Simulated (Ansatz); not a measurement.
# Ge (Fd-3m, 2 atoms in the cell) under uniaxial strain along [001]

Wanted: the shifts of the zone-centre modes of Ge (Fd-3m, 2 atoms in the cell) with strain.

Main program and level: Ansatz 0.2.0; DFT PBEsol, scalar-relativistic, plane waves, PAW; PAW set soft_1.

### Step 1. Starting point

It takes space group Fd-3m (No. 227, cubic). The conventional cell has a = 5.658 Å, b = 5.658 Å, c = 5.658 Å, α = 90.00°, β = 90.00°, γ = 90.00°. Ge has 4 Ge at 2.45 Å nearest.

As a file:

```cif
data_structure
_symmetry_space_group_name_H-M 'P 1'
_symmetry_Int_Tables_number 1
_cell_length_a 4.0007
_cell_length_b 4.0007
_cell_length_c 4.0007
_cell_angle_alpha 60.000
_cell_angle_beta 60.000
_cell_angle_gamma 60.000
_cell_volume 45.28
loop_
_atom_site_label
_atom_site_type_symbol
_atom_site_fract_x
_atom_site_fract_y
_atom_site_fract_z
_atom_site_occupancy
Ge1 Ge 0.50000 0.50000 0.50000 1
Ge2 Ge 0.75000 0.75000 0.75000 1
```

### Step 2. Relaxation

The cell and atoms are relaxed, since residual forces and stress would shift the frequencies.

The input, input.yaml:

```yaml
crystal:
  lattice:
    - [0.0, 2.82891, 2.82891]
    - [2.82891, 0.0, 2.82891]
    - [2.82891, 2.82891, 0.0]
  atoms:
    - { symbol: Ge, position: [0.5, 0.5, 0.5] }
    - { symbol: Ge, position: [0.75, 0.75, 0.75] }
kpoints:
  mp_grid: { grid: [14, 14, 14] }
hamiltonian:
  xc: pbesol
  pseudopotentials: { kind: paw, azcp: { folder: soft_1 }, xc_functional: pbe }
scf:
  occupations: { method: gaussian, width: 0.1 }
output:
  forces: true
  stress: true
  eigenvalues: true
  write_density: true
  write_potential: true
  elf: true
  volumetric_format: npy
relax:
  adjacent_minimum: "off"
  f_tol: 0.005
  max_steps: 80
  cell: { stress_tol: 0.05 }
```

Command:

```
ansatz run input.yaml --threads 4 --pin off --max-ram 10240MiB --backend cpu --events-out ev --progress --plain --runs-dir out
```

Numbers of over 12 decimals in the logs are rounded to 6 here.

Log:

```text
Engine: ansatz 0.2.0, aarch64-unknown-linux-gnu
Pseudopotentials: kind: paw
Pseudopotential: Ge, paw, valence charge 14, recommended cutoff 420 eV (normal), soft_1/Ge.paw.azcp
Functional definition: PBEsol
  exchange = pbesol_x
  correlation = pbesol_c
Crystal: 2 atoms, lattice volume = 45.278 Å³
Basis set: ecut = 420 eV, 893 PW (Γ), exchange–correlation on 54×54×54 points (8 copies of the dense FFT grid, shifted against one another)
Bands: 18, of which v1, the nominal top of the filled ones, is band 14 counted from 1 (13 counted from 0)
Symmetry: 48 space group operations
Space group: Fd-3m (ITA 227), of the structure as read, at distance tolerance 3.6e-5 Å
k-points: 104 of 2744
Non-local potential: Ge, projectors of the file, l = 0: 2, l = 1: 2, l = 2: 3, l = 3: 1
PAW form: soft (Blöchl's): semilocal exchange-correlation on the pseudo side does not see the compensation charge
PAW frozen core: Ge, regenerated for the run's functional, and the local potential with it (the file was generated under x = pbe(κ = 0.804, μ = 0.219515), c = pbe(β = 0.066725))
PAW one-centre angular grid: Ge, 590 points (default); XC on 64 Gauss nodes
Initial density: superposition of atomic densities (chi_scale 0.1, normalization cell)
Initial wavefunctions: pseudopotential atomic-orbital guess
Functional: x = pbesol(κ = 0.804, μ = 0.123457), c = pbesol(β = 0.046)
SCF iter   1: F=—  HF=-8507.077289 eV  |F-HF|=—  |Δ(HF+E_count)|=         —  Δρ=3.54e-2  dr2=4.51e-1  ethr=3.10e-3  ⟨swp⟩=5.6  Hψ=8819  notcnv=0
preconditioner: auto → none  [insulator: Δε(μ)=0.207 eV  Ē_g=23.286 eV  σ=0.100 eV  W_gap=0.74  n_scr=14 (ndim 8)  ℏωp=29.2 eV  f_vac=0.000  D(μ)=0.02/eV (n_scr^D=0)  ε∞_Penn≈2.6]
SCF iter   2: F=—  HF=-8507.012554 eV  |F-HF|=—  |Δ(HF+E_count)|=   6.47e-2  Δρ=1.68e-2  dr2=8.41e-2  ethr=1.61e-3  ⟨swp⟩=2.0  Hψ=3072  notcnv=0
SCF iter   3: F=—  HF=-8507.006159 eV  |F-HF|=—  |Δ(HF+E_count)|=   6.40e-3  Δρ=1.65e-3  dr2=3.18e-4  ethr=3.00e-4  ⟨swp⟩=2.5  Hψ=2685  notcnv=0
SCF iter   4: F=—  HF=-8507.006325 eV  |F-HF|=—  |Δ(HF+E_count)|=   1.67e-4  Δρ=2.63e-4  dr2=2.11e-5  ethr=1.14e-6  ⟨swp⟩=2.0  Hψ=3141  notcnv=0
SCF iter   5: F=—  HF=-8507.006278 eV  |F-HF|=—  |Δ(HF+E_count)|=   4.75e-5  Δρ=8.26e-5  dr2=2.35e-6  ethr=7.55e-8  ⟨swp⟩=2.0  Hψ=3331  notcnv=0
SCF iter   6: F=—  HF=-8507.006275 eV  |F-HF|=—  |Δ(HF+E_count)|=   2.32e-6  Δρ=2.21e-5  dr2=1.45e-7  ethr=8.38e-9  ⟨swp⟩=2.0  Hψ=3329  notcnv=0
SCF iter   7: F=-8507.006275 eV  HF=-8507.006275 eV  |F-HF|=2.10e-9  |Δ(HF+E_count)|=   1.16e-7  Δρ=2.16e-6  dr2=1.25e-9  ethr=3.57e-10  ⟨swp⟩=7.5  Hψ=11762  notcnv=0
SCF 1 converged in 7 iterations: F = -8507.006275 eV  dr2 = 1.25e-9
  greatest PAW one-centre occupation: 0.998 electrons in one spin orbital (limit 2), on the Ge atom at site 1 (counted from 0), in its partial waves of l = 2
relax step   1: F+E_penalty+E_count = -8507.00627520 eV  Δ(F+E_penalty+E_count) = +0.000e0 eV  max|allowed force component| = 9.252e-18 eV/Å  Δτ_max = 0.0000 Å  P = +0.652 GPa  Ω = 45.278 Å³  (7 SCF iters, dr2 threshold 1.00e-7 eV, accepted)
Crystal: 2 atoms, lattice volume = 45.628 Å³
Initial density: handed on by an earlier stage of this run
Initial wavefunctions: those handed on with the density
iter 1 solved again at ethr=2.68e-7 eV; its pass at ethr=3.10e-3 eV (dr2=7.50e-5 eV) is discarded
SCF iter   1: F=—  HF=-8507.007062 eV  |F-HF|=—  |Δ(HF+E_count)|=         —  Δρ=3.58e-4  dr2=6.59e-5  ethr=2.68e-7  ⟨swp⟩=2.0  Hψ=10470  notcnv=0
preconditioner: auto → Kerker (q_TF=auto, 2.515 Å⁻¹)  [metal: Δε(μ)=0.094 eV  Ē_g=23.385 eV  σ=0.100 eV  W_gap=0.46  n_scr=14 (ndim 8)  ℏωp=29.1 eV  f_vac=0.064  D(μ)=0.05/eV (n_scr^D=0)]
SCF iter   2: F=—  HF=-8507.007060 eV  |F-HF|=—  |Δ(HF+E_count)|=   2.09e-6  Δρ=2.41e-4  dr2=3.57e-5  ethr=2.36e-7  ⟨swp⟩=1.0  Hψ=1872  notcnv=0
SCF iter   3: F=—  HF=-8507.007058 eV  |F-HF|=—  |Δ(HF+E_count)|=   2.44e-6  Δρ=6.03e-5  dr2=3.37e-6  ethr=1.28e-7  ⟨swp⟩=2.0  Hψ=2276  notcnv=0
SCF iter   4: F=—  HF=-8507.007058 eV  |F-HF|=—  |Δ(HF+E_count)|=   2.69e-8  Δρ=3.95e-5  dr2=7.97e-7  ethr=1.20e-8  ⟨swp⟩=2.0  Hψ=3329  notcnv=0
SCF iter   5: F=-8507.007058 eV  HF=-8507.007058 eV  |F-HF|=2.98e-8  |Δ(HF+E_count)|=   6.53e-7  Δρ=6.19e-6  dr2=1.83e-8  ethr=7.14e-10  ⟨swp⟩=9.0  Hψ=13669  notcnv=0
SCF 2 converged in 5 iterations: F = -8507.007058 eV  dr2 = 1.83e-8
relax step   2: F+E_penalty+E_count = -8507.00705822 eV  Δ(F+E_penalty+E_count) = -7.830e-4 eV  max|allowed force component| = 7.806e-18 eV/Å  Δτ_max = 0.0000 Å  P = +0.122 GPa  Ω = 45.628 Å³  energy of the carried Pulay correction = -5.926e-5 eV  (5 SCF iters, dr2 threshold 2.00e-7 eV, accepted)
Crystal: 2 atoms, lattice volume = 45.709 Å³
iter 1 solved again at ethr=1.54e-8 eV; its pass at ethr=3.10e-3 eV (dr2=4.31e-6 eV) is discarded
SCF iter   1: F=—  HF=-8507.007076 eV  |F-HF|=—  |Δ(HF+E_count)|=         —  Δρ=8.32e-5  dr2=3.83e-6  ethr=1.54e-8  ⟨swp⟩=2.0  Hψ=10463  notcnv=0
preconditioner: auto → Kerker (q_TF=auto, 2.514 Å⁻¹)  [metal: Δε(μ)=0.089 eV  Ē_g=23.379 eV  σ=0.100 eV  W_gap=0.44  n_scr=14 (ndim 8)  ℏωp=29.1 eV  f_vac=0.063  D(μ)=0.05/eV (n_scr^D=0)]
SCF iter   2: F=—  HF=-8507.007076 eV  |F-HF|=—  |Δ(HF+E_count)|=   3.02e-7  Δρ=5.69e-5  dr2=2.12e-6  ethr=1.37e-8  ⟨swp⟩=1.0  Hψ=1872  notcnv=0
SCF iter   3: F=—  HF=-8507.007076 eV  |F-HF|=—  |Δ(HF+E_count)|=   2.57e-8  Δρ=1.46e-5  dr2=1.42e-7  ethr=7.57e-9  ⟨swp⟩=2.1  Hψ=2283  notcnv=0
SCF iter   4: F=—  HF=-8507.007076 eV  |F-HF|=—  |Δ(HF+E_count)|=   7.58e-9  Δρ=9.26e-6  dr2=4.21e-8  ethr=1.33e-10  ⟨swp⟩=7.2  Hψ=11245  notcnv=0
SCF iter   5: F=-8507.007076 eV  HF=-8507.007076 eV  |F-HF|=2.85e-9  |Δ(HF+E_count)|=   3.37e-8  Δρ=2.29e-6  dr2=3.11e-9  ethr=1.33e-10  ⟨swp⟩=7.9  Hψ=11030  notcnv=0
SCF 3 converged in 5 iterations: F = -8507.007076 eV  dr2 = 3.11e-9
relax step   3: F+E_penalty+E_count = -8507.00707602 eV  Δ(F+E_penalty+E_count) = -1.780e-5 eV  max|allowed force component| = 4.626e-17 eV/Å  Δτ_max = 0.0000 Å  P = +0.002 GPa  Ω = 45.709 Å³  energy of the carried Pulay correction = -7.294e-5 eV  (5 SCF iters, dr2 threshold 3.72e-8 eV, accepted)
Initial wavefunctions: pseudopotential atomic-orbital guess (no wavefunctions were taken with the density)
iter 1 solved again at ethr=1.73e-7 eV; its pass at ethr=3.10e-3 eV (dr2=4.85e-5 eV) is discarded
SCF iter   1: F=—  HF=-8507.007153 eV  |F-HF|=—  |Δ(HF+E_count)|=         —  Δρ=7.25e-6  dr2=5.75e-9  ethr=1.73e-7  ⟨swp⟩=2.5  Hψ=12991  notcnv=0
eigensolver tolerance schedule: the retry pair's looser diagonalisation over-reported the residual by 8437.09 of it (diagonalisation noise at 0.89 of the residual, at the tolerance the schedule requests for it); recorded, not acted on — ethr = c·dr2/N_el stays at c = 1.0e-1
preconditioner: auto → Kerker (q_TF=auto, 2.514 Å⁻¹)  [metal: Δε(μ)=0.089 eV  Ē_g=23.380 eV  σ=0.100 eV  W_gap=0.44  n_scr=14 (ndim 8)  ℏωp=29.1 eV  f_vac=0.063  D(μ)=0.05/eV (n_scr^D=0)]
SCF iter   2: F=—  HF=-8507.007151 eV  |F-HF|=—  |Δ(HF+E_count)|=   2.31e-6  Δρ=5.51e-6  dr2=4.96e-9  ethr=2.05e-11  ⟨swp⟩=3.2  Hψ=4472  notcnv=0
SCF iter   3: F=—  HF=-8507.007151 eV  |F-HF|=—  |Δ(HF+E_count)|=   3.03e-9  Δρ=2.31e-6  dr2=1.20e-9  ethr=1.77e-11  ⟨swp⟩=2.0  Hψ=3245  notcnv=0
SCF iter   4: F=—  HF=-8507.007151 eV  |F-HF|=—  |Δ(HF+E_count)|=  7.95e-10  Δρ=4.75e-7  dr2=1.41e-10  ethr=4.27e-12  ⟨swp⟩=2.5  Hψ=2843  notcnv=0
SCF iter   5: F=—  HF=-8507.007151 eV  |F-HF|=—  |Δ(HF+E_count)|=  1.82e-10  Δρ=1.78e-7  dr2=2.38e-11  ethr=1.00e-12  ⟨swp⟩=2.0  Hψ=2198  notcnv=0
SCF iter   6: F=-8507.007151 eV  HF=-8507.007151 eV  |F-HF|=1.82e-12  |Δ(HF+E_count)|=  2.36e-11  Δρ=4.77e-8  dr2=1.44e-12  ethr=1.00e-12  ⟨swp⟩=5.0  Hψ=7080  notcnv=0
SCF 4 converged in 6 iterations: F = -8507.007151 eV  dr2 = 1.44e-12
relax step   4: F+E_penalty+E_count = -8507.00715097 eV  Δ(F+E_penalty+E_count) = -7.494e-5 eV  max|allowed force component| = 7.864e-17 eV/Å  Δτ_max = 0.0000 Å  P = +0.003 GPa  Ω = 45.709 Å³  stress off target by 2.85e-3 GPa  SCF on the basis re-selected at this cell (its energy is not comparable with the rows above)  (6 SCF iters)
basis re-selected at this cell: Δ(F+E_penalty+E_count) = -7.494e-5 eV, ΔP = +0.001 GPa vs the last step (what re-selecting the basis moved, of the pressure what is left beyond the Pulay correction that the steps carried, after the strain that the cell walked since its last selection, with what the two solves' SCF thresholds leave and, on support functions, any second-order correction that the steps lacked; it is no m [...]
SCF converged after 6 iterations
Free energy (F): -8507.007151 eV
Harris-Foulkes:  -8507.007151 eV  (|F-HF|=1.82e-12)
Internal energy: -8507.006908 eV  (E = F + TS)
E sigma→0 (E₀):  -8507.007029 eV
Entropy (-TS):   -0.000243 eV (-0.122 meV/atom)
Fermi energy:    8.299998 eV
--- Per-component energies (eV) ---
  E_band       = -306.743194
  E_kinetic    = 185.598640
  E_local      = -4517.700087  (includes V_loc(G=0)·N_el)
  E_nonlocal   = 438.715711
  E_hartree    = 2150.059688
  E_xc         = -142.139307
  E_vxc        = -130.257084  (∫ρ·V_xc dr)
  E_paw        = -3944.720225  (= ΣΔE_a)
  E_vpaw       = -583.219901  (= ΣTr[D̂ρ^β])
  E_aug_tail   = 0.000051  (compensation charges beyond the density's cutoff)
  E_ewald      = -2678.657255
  E_core_change = 1.835876  (= ΣΔE_core)
  E_smearing   = -0.000243  (= −TS)
  E_closure    = -0.000000  (closes the sum)
  Σ components = -8507.007151   (vs F -8507.007151, Δ=0.00e0)
--- Forces (eV/Å), atoms counted from 1 ---
  atom   1  Ge    -0.00000000     0.00000000    -0.00000000
  atom   2  Ge     0.00000000    -0.00000000    -0.00000000
  max |Σ_I F_I| component: 9.25e-18 eV/Å
--- Stress (GPa, compression-positive) ---
        0.002854       0.000000       0.000000
        0.000000       0.002854      -0.000000
        0.000000       0.000000       0.002854
  P = ⅓ Tr σ = 0.0029 GPa (0.029 kbar)
--- Band table (eV; the first three rows and the last of 104) ---
  k-point 0: bands = [... 10 lower, -4.4360, 8.1825, 8.2843, 8.2843, 8.2843, 10.8067, 10.8067, 10.8067]
  k-point 1: bands = [... 10 lower, -4.3740, 6.9360, 8.1590, 8.1590, 9.1023, 10.9735, 10.9735, 11.0704]
  k-point 2: bands = [... 10 lower, -4.1898, 5.5512, 7.8730, 7.8730, 9.2156, 11.3550, 11.3550, 11.9688]
  k-point 103: bands = [... 10 lower, -0.4877, -0.4877, 4.4263, 4.4263, 11.8876, 11.8876, 13.5939, 13.5939]
--- Relaxed structure (3 steps of the walk, 3 accepted, 1 SCFs on fresh bases) ---
  F+E_penalty+E_count = -8507.00715097 eV   max|allowed force component| = 7.864e-17 eV/Å   (the final SCF, on the basis selected at the relaxed cell)
  cell:  # Å, volume = 45.7093 Å³
    - [0, 2.837863, 2.837863]
    - [2.837863, 0, 2.837863]
    - [2.837863, 2.837863, 0]
  atoms:
    - { symbol: Ge, position: [0.5, 0.5, 0.5] }
    - { symbol: Ge, position: [0.750000, 0.750000, 0.750000] }
```

It took 4.3 s on 4 threads of Arm Neoverse V2, shared host; peak memory 0.39 GiB; 16 s of CPU time.

Step by step:

| step | energy less that of the first step (eV) | largest force component (eV/Å) | pressure (GPa) | volume (Å³) |
| --- | --- | --- | --- | --- |
| 1 | 0.0000 | 0.0000 | 0.65 | 45.28 |
| 2 | -0.0008 | 0.0000 | 0.12 | 45.63 |
| 3 | -0.0008 | 0.0000 | 0.00 | 45.71 |
| 4* | -0.0009 | 0.0000 | 0.00 | 45.71 |

Relaxation steps marked * repeat the geometry before them on a plane-wave basis chosen anew for their cell, so energy and pressure can jump there.

The run keeps the 48 symmetry operations that it works with, so distortions that break them were not tested.

| conventional cell, symmetrised | before | after | change |
| --- | --- | --- | --- |
| a (Å) | 5.658 | 5.676 | +0.3 % |
| b (Å) | 5.658 | 5.676 | +0.3 % |
| c (Å) | 5.658 | 5.676 | +0.3 % |
| volume (Å³/atom) | 22.64 | 22.85 | +1.0 % |

The relaxed structure:

```xyz
2
Lattice="0.0000 2.8379 2.8379 2.8379 0.0000 2.8379 2.8379 2.8379 0.0000" Properties=species:S:1:pos:R:3 pbc="T T T"
Ge    2.8379    2.8379    2.8379
Ge    4.2568    4.2568    4.2568
```

Numbers from this step:

```
pressure          : 0.002854 GPa
volume per atom   : 22.85 Å³
gap on the k-mesh : 0 eV
```

Valence density in the ac plane of a cell with a along [110], b along [-110] and c along [001] of the cube at fractional y = 0.000, with atoms of Ge within 0.2 Å of it. It is the smooth field of the valence electrons, not physical close to the nuclei.

Ten steps, logarithmic in the rise over the least value, from '_' (0 e/Å³) to '@' (33 e/Å³), each cell a mean:
```
%%++::..________..--##%%++::..________..--##
==::..____________..--==::..____________..--
....________________......________________..
____________________________________________
____________________________________________
____________________________________________
____________________________________________
____________________________________________
________........______________........______
______..--++==::..__________..--++==::..____
____..::**@@%%--..________..::**@@%%--..____
......::**@@%%==............::**@@%%==......
::....::--++==::....::::....::--++==::....::
**==::............::++**==::............::++
@@**::....____....==%%@@**::....____....==%%
```
Columns run along a (8.0 Å), rows up along c (5.7 Å), edges of the conventional cell, whose origin can differ from the input's. Atoms in or near the plane, at fractional coordinates: Ge at (0.00, 0.00), Ge at (0.50, 0.00), Ge at (0.25, 0.25), Ge at (0.75, 0.25).

Electrostatic potential energy in the ac plane of a cell with a along [110], b along [-110] and c along [001] of the cube at fractional y = 0.000, with atoms of Ge within 0.2 Å of it. With pseudopotentials it is smooth inside the atoms' cores, unlike the true potential.

Ten even steps from '0' (-14 eV) to '9' (12 eV), each cell a mean:
```
1027999850010279998500
0158999973001589999730
5689999987556899999875
8999999999889999999998
9999999999999999999999
9999999999999999999999
9999999999999999999999
9999888999999998889999
9998544789999985447899
9984000279999840002799
9971010058999710100589
7871011058878710110588
2464000265324640002653
0046534661000465346610
1017888840110178888401
```
Columns run along a (8.0 Å; values clipped at the 3rd and 97th percentile), rows up along c (5.7 Å), edges of the conventional cell, whose origin can differ from the input's. Atoms in or near the plane, at fractional coordinates: Ge at (0.00, 0.00), Ge at (0.50, 0.00), Ge at (0.25, 0.25), Ge at (0.75, 0.25).

ELF in the ac plane of a cell with a along [110], b along [-110] and c along [001] of the cube at fractional y = 0.000, with atoms of Ge within 0.2 Å of it. It is the smooth field of the valence electrons, not physical close to the nuclei.

Ten even steps from '0' (0.02) to '9' (0.71), each cell a mean:
```
3356423564333564235643
4554201355545542013555
6642000135666420001356
5420000013454200000134
1100000001111000000011
0000000000000000000000
0000122100000001221000
0013455320000134553200
0035666541000356665410
1245544553112455445531
3565343466435653434664
6886342588768863425887
6798534799667985347996
3589767996335897679963
5368766874353687668743
```
Columns run along a (8.0 Å), rows up along c (5.7 Å), edges of the conventional cell, whose origin can differ from the input's. Atoms in or near the plane, at fractional coordinates: Ge at (0.00, 0.00), Ge at (0.50, 0.00), Ge at (0.25, 0.25), Ge at (0.75, 0.25).

In this step the volume went from 22.64 to 22.85 Å³/atom.

### Step 3. Tight relaxation

At this level the gap closes at Γ, and partly filled states there would soften the modes. So, after a tight relaxation on a Γ-centred mesh that is not shown, the volume is relaxed again on 12×12×12 points shifted off Γ, the mesh of all runs that follow.

The input, input.yaml:

```yaml
crystal:
  lattice:
    - [0.0, 2.8378629744, 2.8378629744]
    - [2.8378629744, 0.0, 2.8378629744]
    - [2.8378629744, 2.8378629744, 0.0]
  atoms:
    - { symbol: Ge, position: [0.5, 0.5, 0.5] }
    - { symbol: Ge, position: [0.75, 0.75, 0.75] }
kpoints:
  mp_grid: { grid: [12, 12, 12], shift: [0.5, 0.5, 0.5] }
hamiltonian:
  xc: pbesol
  pseudopotentials: { kind: paw, azcp: { folder: soft_1 }, xc_functional: pbe }
scf:
  occupations: { method: gaussian, width: 0.015 }
output:
  forces: true
  stress: true
  eigenvalues: true
relax:
  adjacent_minimum: "off"
  f_tol: 0.001
  max_steps: 60
  cell: { stress_tol: 0.01, fix: [shape] }
```

Log:

```text
[...]
k-point 181: bands = [... 10 lower, -2.2951, 0.7297, 6.0915, 6.7790, 9.1301, 11.8568, 12.2469, 15.5986]
--- Relaxed structure (2 steps of the walk, 2 accepted, 1 SCFs on fresh bases) ---
[...]
cell:  # Å, volume = 45.7049 Å³
    - [0, 2.837772, 2.837772]
    - [2.837772, 0, 2.837772]
    - [2.837772, 2.837772, 0]
  atoms:
    - { symbol: Ge, position: [0.499972, 0.499972, 0.499972] }
    - { symbol: Ge, position: [0.750028, 0.750028, 0.750028] }
[key lines of the parts left out:]
SCF converged after 6 iterations
Free energy (F): -8507.007654 eV
Fermi energy:    8.314066 eV
P = ⅓ Tr σ = -0.0013 GPa (-0.013 kbar)
```

Wall time 5.4 s (4 threads); peak memory 0.43 GiB; 20 s of CPU time.

Little changed from the start: no atom moved by 0.005 Å and no cell edge by 0.1 %.

This step gave:

* pressure: -0.001274 GPa
* gap on the k-mesh: 0.1483 eV

The largest force component left is 0.070 meV/Å and the pressure is -0.001 GPa, within the tolerances set. The cell now holds 22.85 Å³/atom.

(Part 1 of 2 ends here.)

[Logs are printed without paths, hosts, clocks, repeated set-up lines and the standing remarks that a program may print on its own settings, such as how far it seeks lower states.]

[Hosts, paths, dates, database ids (printed as entryN), source tags and the programs' standing remarks are cut or masked in the printed files.]
